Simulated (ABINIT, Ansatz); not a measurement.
# LuAs (Fm-3m): from the cell to the phonon bands, part 3 of 4

How does LuAs (Fm-3m) vibrate, and is this structure a minimum?

ABINIT 10.8.3; DFT PBEsol, scalar-relativistic, plane waves, PseudoDojo norm-conserving pseudopotentials.

So far. Step 4 (Self-consistent run for the response): The cell stands at -0.51 GPa: the relaxation ran with a smoothed and higher cutoff, and the difference is a stress of the finite basis. Step 5 (Zone-centre response): The acoustic modes at Γ come out as far as 1.6 cm⁻¹ from zero, where they should vanish, a small numerical error. The relaxed cell has a = 5.608 Å (conventional setting).

### 7. Dispersion

anaddb transforms the dynamical matrices to force constants and back along the path; points of the mesh come back as solved, but for the sum rule and, in polar crystals, the LO-TO term at Γ; the rest is interpolation.

Input file anaddb.abi:

```
ddb_filepath "all_DDB"
output_file "anaddb.abo"
outdata_prefix "anaddb"
ifcflag 1
ngqpt 2 2 2
nqshft 1
q1shft 0.0 0.0 0.0
asr 1
chneut 0
dipdip 0
dipquad 0
quadquad 0
enunit 0
eivec 0
nph1l 62
qph1l 
    0.0 0.0 0.0 1.0
    0.05 0.0 0.05 1.0
    0.1 0.0 0.1 1.0
    0.15 0.0 0.15 1.0
    0.2 0.0 0.2 1.0
    0.25 0.0 0.25 1.0
    0.3 0.0 0.3 1.0
    0.35 0.0 0.35 1.0
    0.4 0.0 0.4 1.0
    0.45 0.0 0.45 1.0
    0.5 0.0 0.5 1.0
    0.5125 0.025 0.5125 1.0
    0.525 0.05 0.525 1.0
    0.5375 0.075 0.5375 1.0
    0.55 0.1 0.55 1.0
    0.5625 0.125 0.5625 1.0
    0.575 0.15 0.575 1.0
    0.5875 0.175 0.5875 1.0
    0.6 0.2 0.6 1.0
    0.6125 0.225 0.6125 1.0
    0.625 0.25 0.625 1.0
    0.375 0.375 0.75 1.0
    0.3375 0.3375 0.675 1.0
    0.3 0.3 0.6 1.0
    0.2625 0.2625 0.525 1.0
    0.225 0.225 0.45 1.0
    0.1875 0.1875 0.375 1.0
    0.15 0.15 0.3 1.0
    0.1125 0.1125 0.225 1.0
    0.075 0.075 0.15 1.0
    0.0375 0.0375 0.075 1.0
    0.0 0.0 0.0 1.0
    0.05 0.05 0.05 1.0
    0.1 0.1 0.1 1.0
    0.15 0.15 0.15 1.0
    0.2 0.2 0.2 1.0
    0.25 0.25 0.25 1.0
    0.3 0.3 0.3 1.0
    0.35 0.35 0.35 1.0
    0.4 0.4 0.4 1.0
    0.45 0.45 0.45 1.0
    0.5 0.5 0.5 1.0
    0.5 0.475 0.525 1.0
    0.5 0.45 0.55 1.0
    0.5 0.425 0.575 1.0
    0.5 0.4 0.6 1.0
    0.5 0.375 0.625 1.0
    0.5 0.35 0.65 1.0
    0.5 0.325 0.675 1.0
    0.5 0.3 0.7 1.0
    0.5 0.275 0.725 1.0
    0.5 0.25 0.75 1.0
    0.5 0.225 0.725 1.0
    0.5 0.2 0.7 1.0
    0.5 0.175 0.675 1.0
    0.5 0.15 0.65 1.0
    0.5 0.125 0.625 1.0
    0.5 0.1 0.6 1.0
    0.5 0.075 0.575 1.0
    0.5 0.05 0.55 1.0
    0.5 0.025 0.525 1.0
    0.5 0.0 0.5 1.0
```

Input file mrgddb.in:

```
all_DDB
merged
3
dfpt_gammao_DDB
dfpt_qo_DS1_DDB
dfpt_qo_DS2_DDB
```

Started as:

```sh
> mrgddb < mrgddb.in > mrgddb.log
> OMP_NUM_THREADS=1 anaddb anaddb.abi > anaddb.log
```

anaddb.abo, the main output file:

```text
[banners, grids, parts of the stress and lines that vanish by symmetry left out]
-outvars_anaddb: echo values of input variables ----------------------

 Flags :
[...]
Phonon wavevector (reduced coordinates) :  0.00000  0.00000  0.00000
 Phonon energies in Hartree :
[...]
Phonon frequencies in cm-1    :
-  0.000000E+00  0.000000E+00  0.000000E+00  1.773977E+02  1.773977E+02
-  1.773977E+02
[...]
Phonon wavevector (reduced coordinates) :  0.05000  0.00000  0.05000
 Phonon energies in Hartree :
[...]
Phonon frequencies in cm-1    :
-  1.578865E+01  1.578865E+01  2.904551E+01  1.768189E+02  1.777875E+02
-  1.777875E+02
[...]
Phonon wavevector (reduced coordinates) :  0.10000  0.00000  0.10000
 Phonon energies in Hartree :
[...]
Phonon frequencies in cm-1    :
-  3.060820E+01  3.060820E+01  5.654203E+01  1.751894E+02  1.788085E+02
-  1.788085E+02
[...]
Phonon wavevector (reduced coordinates) :  0.15000  0.00000  0.15000
 Phonon energies in Hartree :
[...]
Phonon frequencies in cm-1    :
-  4.362367E+01  4.362367E+01  8.076475E+01  1.729732E+02  1.800739E+02
-  1.800739E+02
[...]
Phonon wavevector (reduced coordinates) :  0.20000  0.00000  0.20000
 Phonon energies in Hartree :
[...]
Phonon frequencies in cm-1    :
-  5.424528E+01  5.424528E+01  9.947074E+01  1.714328E+02  1.811051E+02
-  1.811051E+02
  Phonon wavevector (reduced coordinates) :  0.25000  0.00000  0.25000
 Phonon energies in Hartree :
[...]
Phonon frequencies in cm-1    :
-  6.219987E+01  6.219987E+01  1.098193E+02  1.728596E+02  1.815098E+02
-  1.815098E+02
  Phonon wavevector (reduced coordinates) :  0.30000  0.00000  0.30000
 Phonon energies in Hartree :
[...]
Phonon frequencies in cm-1    :
-  6.755411E+01  6.755411E+01  1.106968E+02  1.784000E+02  1.811260E+02
-  1.811260E+02
  Phonon wavevector (reduced coordinates) :  0.35000  0.00000  0.35000
 Phonon energies in Hartree :
[...]
Phonon frequencies in cm-1    :
-  7.068501E+01  7.068501E+01  1.051008E+02  1.800862E+02  1.800862E+02
-  1.857966E+02
  Phonon wavevector (reduced coordinates) :  0.40000  0.00000  0.40000
 Phonon energies in Hartree :
[...]
Phonon frequencies in cm-1    :
-  7.219088E+01  7.219088E+01  9.728355E+01  1.787779E+02  1.787779E+02
-  1.923075E+02
  Phonon wavevector (reduced coordinates) :  0.45000  0.00000  0.45000
 Phonon energies in Hartree :
[...]
Phonon frequencies in cm-1    :
-  7.273693E+01  7.273693E+01  9.078108E+01  1.777057E+02  1.777057E+02
-  1.965453E+02
  Phonon wavevector (reduced coordinates) :  0.50000  0.00000  0.50000
 Phonon energies in Hartree :
[...]
Phonon frequencies in cm-1    :
-  7.285145E+01  7.285145E+01  8.825470E+01  1.772932E+02  1.772932E+02
-  1.979988E+02
  Phonon wavevector (reduced coordinates) :  0.51250  0.02500  0.51250
 Phonon energies in Hartree :
[...]
Phonon frequencies in cm-1    :
-  7.297632E+01  7.332475E+01  8.828621E+01  1.772414E+02  1.773755E+02
-  1.979892E+02
  Phonon wavevector (reduced coordinates) :  0.52500  0.05000  0.52500
 Phonon energies in Hartree :
[...]
Phonon frequencies in cm-1    :
-  7.334784E+01  7.471688E+01  8.837879E+01  1.770865E+02  1.776190E+02
-  1.979600E+02
  Phonon wavevector (reduced coordinates) :  0.53750  0.07500  0.53750
 Phonon energies in Hartree :
[...]
Phonon frequencies in cm-1    :
-  7.395693E+01  7.694964E+01  8.852658E+01  1.768292E+02  1.780139E+02
-  1.979102E+02
[...]
Phonon wavevector (reduced coordinates) :  0.50000  0.47500  0.52500
 Phonon energies in Hartree :
[...]
Phonon frequencies in cm-1    :
-  9.693758E+01  9.704862E+01  1.473582E+02  1.692948E+02  1.705062E+02
-  1.996042E+02
  Phonon wavevector (reduced coordinates) :  0.50000  0.45000  0.55000
 Phonon energies in Hartree :
[...]
Phonon frequencies in cm-1    :
-  9.605306E+01  9.646443E+01  1.435105E+02  1.693160E+02  1.734077E+02
-  1.988666E+02
  Phonon wavevector (reduced coordinates) :  0.50000  0.42500  0.57500
 Phonon energies in Hartree :
[...]
Phonon frequencies in cm-1    :
-  9.470232E+01  9.551419E+01  1.384510E+02  1.693131E+02  1.769168E+02
-  1.977591E+02
  Phonon wavevector (reduced coordinates) :  0.50000  0.40000  0.60000
 Phonon energies in Hartree :
[...]
Phonon frequencies in cm-1    :
-  9.305771E+01  9.424895E+01  1.328072E+02  1.692298E+02  1.804608E+02
-  1.964493E+02
  Phonon wavevector (reduced coordinates) :  0.50000  0.37500  0.62500
 Phonon energies in Hartree :
[...]
Phonon frequencies in cm-1    :
-  9.133460E+01  9.276125E+01  1.269590E+02  1.690035E+02  1.837596E+02
-  1.951340E+02
  Phonon wavevector (reduced coordinates) :  0.50000  0.35000  0.65000
 Phonon energies in Hartree :
[...]
Phonon frequencies in cm-1    :
-  8.976275E+01  9.118749E+01  1.212346E+02  1.686003E+02  1.866484E+02
-  1.939926E+02
[...]
Phonon wavevector (reduced coordinates) :  0.50000  0.02500  0.52500
 Phonon energies in Hartree :
[...]
Phonon frequencies in cm-1    :
-  7.314218E+01  7.374946E+01  8.831700E+01  1.771088E+02  1.775383E+02
-  1.979790E+02
  Phonon wavevector (reduced coordinates) :  0.50000  0.00000  0.50000
 Phonon energies in Hartree :
[...]
Phonon frequencies in cm-1    :
-  7.285145E+01  7.285145E+01  8.825470E+01  1.772932E+02  1.772932E+02
-  1.979988E+02
-
```

Elapsed: 0.54 s, on 1 thread of Arm Neoverse V2, shared host.

Numbers from this step:

| Item | Value |
| --- | --- |
| lowest frequency on the path | 0 cm⁻¹ |

Anaddb. Phonon branches along the path, in cm⁻¹:

| point | branch 1 | branch 2 | branch 3 | branch 4 | branch 5 | branch 6 |
| --- | --- | --- | --- | --- | --- | --- |
| Γ | 0 | 0 | 0 | 177 | 177 | 177 |
| halfway | 62 | 62 | 110 | 173 | 182 | 182 |
| X | 73 | 73 | 88 | 177 | 177 | 198 |
| halfway | 76 | 84 | 89 | 176 | 179 | 198 |
| U | 83 | 90 | 105 | 172 | 183 | 197 |
| jump to K | 83 | 90 | 105 | 172 | 183 | 197 |
| halfway | 71 | 83 | 118 | 165 | 184 | 186 |
| Γ | 0 | 0 | 0 | 177 | 177 | 177 |
| halfway | 69 | 69 | 105 | 173 | 173 | 189 |
| L | 97 | 97 | 149 | 169 | 169 | 200 |
| halfway | 91 | 93 | 127 | 169 | 184 | 195 |
| W | 87 | 87 | 108 | 167 | 192 | 192 |
| halfway | 79 | 89 | 90 | 173 | 183 | 197 |
| X | 73 | 73 | 88 | 177 | 177 | 198 |

The phonon branches as a text plot (rows in cm⁻¹):

```
    196 |         *************              ********************
    187 |        *         *******         **         ***  ***
    179 |******************      **********         **        ***
    171 |   ****        ****     ****      ********************
    162 |                   *****
    154 |
    146 |                                       ****
    137 |                                      *    *
    129 |                   ****              *      **
    121 |                  *    *            *         *
    112 |      **                                       **
    104 |        *       **      *          *             ***
     96 |    **   **    *    **                ********      *
     87 |           ************           *  *       ***********
     79 |   *          ****    ** **         *              ****
     71 |       *******         **        * *                  **
     62 |      *                 *
     54 |  * **                   ***      *
     46 |   *                     **     **
     37 |                           *
     29 | **                        **   *
     21 |                            *  *
     12 | *                             *
      4 |*                            **
         Γ           X  U|K            Γ         L        W     X
```

All branches are real along the path.

### 8. Sums over the zone

Sums over the zone need many more wavevectors than were solved, so the interpolation is sampled on a dense mesh.

Input file anaddb.abi:

```
ddb_filepath "all_DDB"
output_file "anaddb.abo"
outdata_prefix "anaddb"
ifcflag 1
ngqpt 2 2 2
nqshft 1
q1shft 0.0 0.0 0.0
asr 1
chneut 0
dipdip 0
dipquad 0
quadquad 0
prtdos 2
ng2qpt 14 14 14
dosdeltae 4.5563e-06
ntemper 11
temperinc 100.0
tempermin 0.0
```

Started as:

```sh
> OMP_NUM_THREADS=1 anaddb anaddb.abi > anaddb.log
```

anaddb.abo, the main output file:

```text
-outvars_anaddb: echo values of input variables ----------------------

 Flags :
     ifcflag         1
 Miscellaneous information :
         asr         1
      chneut         0
 Interatomic Force Constants Inputs :
      dipdip         0
     dipquad         0
    quadquad         0
      ifcana         0
      ifcout         0
 Description of grid 1 :
        brav         1
       ngqpt         2         2         2
      nqshft         1
      q1shft
                     0.00000000E+00  0.00000000E+00  0.00000000E+00
 Phonon DOS information :
   dosdeltae  4.55630000E-06
    dossmear  4.55633525E-06
 Description of grid 2 (Fourier interp. or BZ sampling):
      ng2qpt        14        14        14
      ngrids         4
      q2shft         0.00000000E+00  0.00000000E+00  0.00000000E+00

================================================================================

 read the DDB information and perform some checks

  ==== Info on the Cryst% object ====
 Real(R)+Recip(G) space primitive vectors, cartesian coordinates (Bohr,Bohr^-1):
 R(1)=  0.0000000  5.2984224  5.2984224  G(1)= -0.0943677  0.0943677  0.0943677
 R(2)=  5.2984224  0.0000000  5.2984224  G(2)=  0.0943677 -0.0943677  0.0943677
 R(3)=  5.2984224  5.2984224  0.0000000  G(3)=  0.0943677  0.0943677 -0.0943677
 Unit cell volume ucvol=  2.9748819E+02 bohr^3
 Angles (23,13,12)=  6.00000000E+01  6.00000000E+01  6.00000000E+01 degrees
 Time-reversal symmetry is present
 Reduced atomic positions [iatom, xred, symbol]:
    1)    0.5000000  0.5000000  0.5000000  Lu
    2)    0.0000000  0.0000000  0.0000000  As

 DDB file with 3 blocks has been read.

================================================================================

 Calculation of the interatomic forces

       Homogeneous q point set in the B.Z.
 Grid q points  :        8
  1)   0.00000000E+00  0.00000000E+00  0.00000000E+00
  2)   5.00000000E-01  0.00000000E+00  0.00000000E+00
  3)   0.00000000E+00  5.00000000E-01  0.00000000E+00
  4)   5.00000000E-01  5.00000000E-01  0.00000000E+00
  5)   0.00000000E+00  0.00000000E+00  5.00000000E-01
  6)   5.00000000E-01  0.00000000E+00  5.00000000E-01
  7)   0.00000000E+00  5.00000000E-01  5.00000000E-01
  8)   5.00000000E-01  5.00000000E-01  5.00000000E-01

 The interatomic forces have been obtained

================================================================================

 Calculation of phonon density of states

 Average speed of sound partial sums:     0.1493572289E-02 (at units)
-                                   =           3.2675 [km/s]

 Debye frequency from partial sums:     0.8720739761E-03 (Ha)
-                                 =     0.5737971118E+01 (THz)
-Debye temperature from partial sums:     0.2753791814E+03 (K)

 Average speed of sound:     0.1725189386E-02 (at units)
-                      =           3.7742 [km/s]

 Debye frequency from DOS:     0.1007311651E-02 (Ha)
-                        =     0.6627792271E+01 (THz)
-Debye temperature from DOS:     0.3180838615E+03 (K)

-
```

Wall time 0.64 s (1 thread).

This step gave:

```yaml
share_of_modes_beyond_3i_cm_minus1_on_the_dense_interpolated_mesh: 0
zero_point_energy_per_atom: 25.44 meV
heat_capacity_at_300_k: 23.98 J/(mol atoms K)
vibrational_entropy_at_300_k: 37.68 J/(mol atoms K)
```

The phonon density of states has structure finer than the step of the table below, so its rows give means over 10 cm⁻¹, whole bins alone (the curve runs from -30 to 230 cm⁻¹). Peaks (cm⁻¹: height): 90.0: 0.200, 169.0: 0.173, 181.0: 0.131, 195.0: 0.138.

Tetrahedra. Phonon density of states against wavenumber; means over each step:

```csv
wavenumber (cm⁻¹),phonon density of states (1/cm⁻¹/cell)
0,1.5e-6
10,6.0e-5
20,4.6e-4
30,0.00125
40,0.00280
50,0.00512
60,0.00961
70,0.0234
80,0.0567
90,0.108
100,0.0175
110,0.0254
120,0.0269
130,0.0194
140,0.00612
150,1.9e-4
160,5.1e-4
170,0.0924
180,0.0965
190,0.0851
200,0.0242
210,0
```

Harmonic thermodynamic functions per atom, summed over the density of states scaled to three modes an atom; melting is ignored. Thermodynamic functions:

```csv
T (K),F_vib (meV/atom),S (J/mol-atom/K),C_V (J/mol-atom/K)
0,25.44,0,0
50,24.83,4.214,9.069
100,20.17,13.72,18.03
200,-2.12,28.16,22.85
300,-36.53,37.68,23.98
400,-79.36,44.65,24.39
500,-128.6,50.11,24.59
600,-182.9,54.6,24.7
700,-241.5,58.42,24.76
800,-303.8,61.73,24.8
900,-369.3,64.65,24.83
1000,-437.7,67.27,24.85
```

At 300 K the heat capacity has reached 96 % of the Dulong-Petit value.

(Continued in part 4 of 4.)

[Host names and launcher messages were left out of these logs when they were recorded.]

[Logs are printed without paths, hosts, clocks, repeated set-up lines and the standing remarks that a program may print on its own settings, such as how far it seeks lower states.]

[Hosts, paths, dates, database ids (printed as entryN), source tags and the programs' standing remarks are cut or masked in the printed files.]
